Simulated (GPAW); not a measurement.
**linear Re chain, spacing 2.823 A: cost and accuracy of the plane-wave cutoff**

Two starts of linear Re chain, spacing 2.823 A are run at each rung of the plane-wave cutoff. Which rung is enough?

Method: LDA; plane waves with GPAW's PAW setups, scalar-relativistic, in GPAW 26.7.0.

This is a report of a sequence of runs, with most program output left out.

### Step 1. The starting structure

The cell holds 1 atom: 1 Re. Cell: a = 12.000 Å, b = 12.000 Å, c = 2.823 Å, α = 90.0°, β = 90.0°, γ = 90.0°. model lattice. Vacuum lies along a and b. The structure's axis is c.

### Step 2. Rung 1 (250 eV), start ferro +

The ladder starts at a low cutoff and climbs, to see from where on the results stand still.

Contents of order1.py:

```python
import json
import numpy as np
from ase import Atoms
from ase.parallel import paropen, parprint
from gpaw import GPAW

atoms = Atoms(['Re'],
    cell=[[12.0, 0.0, 0.0],
         [0.0, 12.0, 0.0],
         [0.0, 0.0, 2.823]],
    scaled_positions=[[0.5, 0.5, 0.0]],
    pbc=True,
    magmoms=[1.0])
atoms.calc = GPAW(mode={'name': 'pw', 'ecut': 250},
    xc='LDA',
    kpts={'size': (1, 1, 10), 'gamma': True},
    occupations={'name': 'fermi-dirac', 'width': 0.05},
    convergence={'density': 1e-05, 'energy': 1e-05},
    maxiter=200,
    symmetry={'tolerance': 1e-4},
    txt='order1.txt')
e = atoms.get_potential_energy(force_consistent=True)
res = {'free_energy': e, 'energy_sigma0': atoms.get_potential_energy(), 'fermi_energy': atoms.calc.get_fermi_level()}
res['moments'] = atoms.get_magnetic_moments().tolist()
res['total'] = atoms.get_magnetic_moment()
parprint('site moments (muB):', np.round(res['moments'], 3))
parprint(f"total moment: {res['total']:.3f} muB")
parprint(f'free energy: {e:.6f} eV')
atoms.calc.write('order1.gpw')
with paropen('results.json', 'w') as f:
    json.dump(res, f)
```

Command:

```bash
> OMP_NUM_THREADS=1 python3 order1.py > order1.log
```

Wall time 5.5 s (1 MPI rank of AMD EPYC 9R45, shared host); peak memory 0.19 GiB.

This step gave:

```yaml
magnetization: 3.200 μB
final_state: ferromagnetic
largest_moment: 2.421 μB
```

After 13 cycles the largest moment stands at 2.42 μB.

### Step 3. Rung 1 (250 eV), start antiferro q=(0,0,1/2) +-

The second start gives the energy difference between the two end states, the quantity that is followed up the ladder. Its q is in fractions of the reciprocal vectors of the first run's cell.

order2.py is the script of step 2 with these lines changed:

```diff
@@ -6,12 +6,13 @@
 
-atoms = Atoms(['Re'],
+atoms = Atoms(['Re', 'Re'],
     cell=[[12.0, 0.0, 0.0],
          [0.0, 12.0, 0.0],
-         [0.0, 0.0, 2.823]],
-    scaled_positions=[[0.5, 0.5, 0.0]],
+         [0.0, 0.0, 5.646]],
+    scaled_positions=[[0.5, 0.5, 0.0],
+         [0.5, 0.5, 0.5]],
     pbc=True,
-    magmoms=[1.0])
+    magmoms=[1.0, -1.0])
 atoms.calc = GPAW(mode={'name': 'pw', 'ecut': 250},
     xc='LDA',
-    kpts={'size': (1, 1, 10), 'gamma': True},
+    kpts={'size': (1, 1, 5), 'gamma': True},
     occupations={'name': 'fermi-dirac', 'width': 0.05},
@@ -20,3 +21,3 @@
     symmetry={'tolerance': 1e-4},
-    txt='order1.txt')
+    txt='order2.txt')
 e = atoms.get_potential_energy(force_consistent=True)
@@ -28,3 +29,3 @@
 parprint(f'free energy: {e:.6f} eV')
-atoms.calc.write('order1.gpw')
+atoms.calc.write('order2.gpw')
 with paropen('results.json', 'w') as f:
```

Command:

```bash
> OMP_NUM_THREADS=1 python3 order2.py > order2.log
```

Elapsed: 10 s, on 1 MPI rank; peak memory 0.24 GiB.

This step gave:

- magnetization: 0 μB
- final state: antiferromagnetic
- largest moment: 2.795 μB

This start lies -186.2 meV a seeded atom from the first; its largest moment is 2.80 μB.

### Step 4. Rung 2 (325 eV), start ferro +

order1.py is the script of step 2 with these lines changed:

```diff
@@ -13,3 +13,3 @@
     magmoms=[1.0])
-atoms.calc = GPAW(mode={'name': 'pw', 'ecut': 250},
+atoms.calc = GPAW(mode={'name': 'pw', 'ecut': 325},
     xc='LDA',
```

Command:

```bash
> OMP_NUM_THREADS=1 python3 order1.py > order1.log
```

Run time: 6.4 s. Hardware: 1 MPI rank; peak memory 0.21 GiB.

This step gave:

| Property | Result |
| --- | --- |
| magnetization | 3.200 μB |
| final state | ferromagnetic |
| largest moment | 2.439 μB |

The largest moment moves by +0.02 μB from rung 1, at 1.2 times its CPU time.

### Step 5. Rung 2 (325 eV), start antiferro q=(0,0,1/2) +-

order2.py is the script of step 3 with these lines changed:

```diff
@@ -14,3 +14,3 @@
     magmoms=[1.0, -1.0])
-atoms.calc = GPAW(mode={'name': 'pw', 'ecut': 250},
+atoms.calc = GPAW(mode={'name': 'pw', 'ecut': 325},
     xc='LDA',
```

Command:

```bash
> OMP_NUM_THREADS=1 python3 order2.py > order2.log
```

It took 11 s on 1 MPI rank; peak memory 0.29 GiB.

This step gave:

| Item | Value |
| --- | --- |
| magnetization | 0 μB |
| final state | antiferromagnetic |
| largest moment | 2.822 μB |

This start lies -189.2 meV a seeded atom from the first, a change of -3.0 meV since rung 1; its largest moment is 2.82 μB.

### Step 6. Rung 3 (400 eV), start ferro +

order1.py is the script of step 4 with these lines changed:

```diff
@@ -13,3 +13,3 @@
     magmoms=[1.0])
-atoms.calc = GPAW(mode={'name': 'pw', 'ecut': 325},
+atoms.calc = GPAW(mode={'name': 'pw', 'ecut': 400},
     xc='LDA',
```

Command:

```bash
> OMP_NUM_THREADS=1 python3 order1.py > order1.log
```

Wall time 7.9 s (1 MPI rank); peak memory 0.25 GiB.

Numbers from this step:

| Quantity | Value |
| --- | --- |
| magnetization | 3.200 μB |
| final state | ferromagnetic |
| largest moment | 2.440 μB |

The largest moment is that of rung 2, at 1.2 times its CPU time.

### Step 7. Rung 3 (400 eV), start antiferro q=(0,0,1/2) +-

order2.py is the script of step 5 with these lines changed:

```diff
@@ -14,3 +14,3 @@
     magmoms=[1.0, -1.0])
-atoms.calc = GPAW(mode={'name': 'pw', 'ecut': 325},
+atoms.calc = GPAW(mode={'name': 'pw', 'ecut': 400},
     xc='LDA',
```

Command:

```bash
> OMP_NUM_THREADS=1 python3 order2.py > order2.log
```

Elapsed: 16 s, on 1 MPI rank; peak memory 0.36 GiB.

This step gave:

| Item | Value |
| --- | --- |
| magnetization | 0 μB |
| final state | antiferromagnetic |
| largest moment | 2.824 μB |

This start lies -189.7 meV a seeded atom from the first, a change of -0.5 meV since rung 2; its largest moment is 2.82 μB.

### Step 8. Rung 4 (500 eV), start ferro +

order1.py is the script of step 6 with these lines changed:

```diff
@@ -13,3 +13,3 @@
     magmoms=[1.0])
-atoms.calc = GPAW(mode={'name': 'pw', 'ecut': 400},
+atoms.calc = GPAW(mode={'name': 'pw', 'ecut': 500},
     xc='LDA',
```

Command:

```bash
> OMP_NUM_THREADS=1 python3 order1.py > order1.log
```

It took 11 s on 1 MPI rank; peak memory 0.29 GiB.

Read from the output:

| Property | Result |
| --- | --- |
| magnetization | 3.200 μB |
| final state | ferromagnetic |
| largest moment | 2.440 μB |

The largest moment is that of rung 3, at 1.4 times its CPU time.

### Step 9. Rung 4 (500 eV), start antiferro q=(0,0,1/2) +-

order2.py is the script of step 7 with these lines changed:

```diff
@@ -14,3 +14,3 @@
     magmoms=[1.0, -1.0])
-atoms.calc = GPAW(mode={'name': 'pw', 'ecut': 400},
+atoms.calc = GPAW(mode={'name': 'pw', 'ecut': 500},
     xc='LDA',
```

Command:

```bash
> OMP_NUM_THREADS=1 python3 order2.py > order2.log
```

Wall time 23 s (1 MPI rank); peak memory 0.46 GiB.

Read from the output:

- magnetization: 0 μB
- final state: antiferromagnetic
- largest moment: 2.824 μB

This start lies -189.6 meV a seeded atom from the first, a change of +0.1 meV since rung 3; its largest moment is 2.82 μB.

### Step 10. Rung 5 (650 eV), start ferro +

order1.py is the script of step 8 with these lines changed:

```diff
@@ -13,3 +13,3 @@
     magmoms=[1.0])
-atoms.calc = GPAW(mode={'name': 'pw', 'ecut': 500},
+atoms.calc = GPAW(mode={'name': 'pw', 'ecut': 650},
     xc='LDA',
```

Command:

```bash
> OMP_NUM_THREADS=1 python3 order1.py > order1.log
```

Elapsed: 17 s, on 1 MPI rank; peak memory 0.39 GiB.

Numbers from this step:

```yaml
magnetization: 3.200 μB
final_state: ferromagnetic
largest_moment: 2.440 μB
```

The largest moment is that of rung 4, at 1.6 times its CPU time.

### Step 11. Rung 5 (650 eV), start antiferro q=(0,0,1/2) +-

order2.py is the script of step 9 with these lines changed:

```diff
@@ -14,3 +14,3 @@
     magmoms=[1.0, -1.0])
-atoms.calc = GPAW(mode={'name': 'pw', 'ecut': 500},
+atoms.calc = GPAW(mode={'name': 'pw', 'ecut': 650},
     xc='LDA',
```

Command:

```bash
> OMP_NUM_THREADS=1 python3 order2.py > order2.log
```

Run time: 30 s. Hardware: 1 MPI rank; peak memory 0.63 GiB.

Read from the output:

- magnetization: 0 μB
- final state: antiferromagnetic
- largest moment: 2.825 μB

This start lies -189.6 meV a seeded atom from the first, a change of +0.0 meV since rung 4; its largest moment is 2.82 μB.

### Step 12. Rung 6 (800 eV), start ferro +

order1.py is the script of step 10 with these lines changed:

```diff
@@ -13,3 +13,3 @@
     magmoms=[1.0])
-atoms.calc = GPAW(mode={'name': 'pw', 'ecut': 650},
+atoms.calc = GPAW(mode={'name': 'pw', 'ecut': 800},
     xc='LDA',
```

Command:

```bash
> OMP_NUM_THREADS=1 python3 order1.py > order1.log
```

Elapsed: 20 s, on 1 MPI rank; peak memory 0.49 GiB.

This step gave:

```yaml
magnetization: 3.200 μB
final_state: ferromagnetic
largest_moment: 2.440 μB
```

The largest moment is that of rung 5, at 1.1 times its CPU time.

### Step 13. Rung 6 (800 eV), start antiferro q=(0,0,1/2) +-

order2.py is the script of step 11 with these lines changed:

```diff
@@ -14,3 +14,3 @@
     magmoms=[1.0, -1.0])
-atoms.calc = GPAW(mode={'name': 'pw', 'ecut': 650},
+atoms.calc = GPAW(mode={'name': 'pw', 'ecut': 800},
     xc='LDA',
```

Command:

```bash
> OMP_NUM_THREADS=1 python3 order2.py > order2.log
```

It took 41 s on 1 MPI rank; peak memory 0.87 GiB.

This step gave:

| Property | Result |
| --- | --- |
| magnetization | 0 μB |
| final state | antiferromagnetic |
| largest moment | 2.825 μB |

This start lies -189.6 meV a seeded atom from the first, a change of -0.0 meV since rung 5; its largest moment is 2.82 μB.

### Step 14. Side by side

Ladder, by row:

```
rung  cutoff (eV)  state from the first start  state from the second start  second less first (meV a seeded atom)  moment, first (μB)  moment, second (μB)  CPU time (s)
   1          250               ferromagnetic            antiferromagnetic                                 -186.2               2.421                2.795         15.27
   2          325               ferromagnetic            antiferromagnetic                                 -189.2               2.439                2.822         17.43
   3          400               ferromagnetic            antiferromagnetic                                 -189.7                2.44                2.824          23.4
   4          500               ferromagnetic            antiferromagnetic                                 -189.6                2.44                2.824          33.3
   5          650               ferromagnetic            antiferromagnetic                                 -189.6                2.44                2.825         47.59
   6          800               ferromagnetic            antiferromagnetic                                 -189.6                2.44                2.825         60.42
```

### Step 15. What came out

| Property | Result |
| --- | --- |
| range of the moment in the table, second start | 2.80 to 2.82 μB |
| range of CPU time | 15 s to 60 s |
| range of the energy difference | -190 to -186 meV a seeded atom |
| first rung from which all stay within 9.5 meV of the last | 1 |

In words: From rung 1 on the result stays within 3.4 meV of the last rung, inside the margin of 9.5 meV set for it, at 25 % of the last rung's cost. The second start ends lower on every rung of the table; whether functional and cell give the true order is another question.

[Logs and program files are shortened in this print: banners, set-up blocks, solver, clock and traceback lines can be left out without a mark of their own.]

[Logs are printed without paths, hosts, clocks, repeated set-up lines and the standing remarks that a program may print on its own settings, such as how far it seeks lower states.]

[Hosts, paths, dates, database ids (printed as entryN), source tags and the programs' standing remarks are cut or masked in the printed files.]

[Where a cell is said to come from a database of computed structures, the database is the Materials Project.]
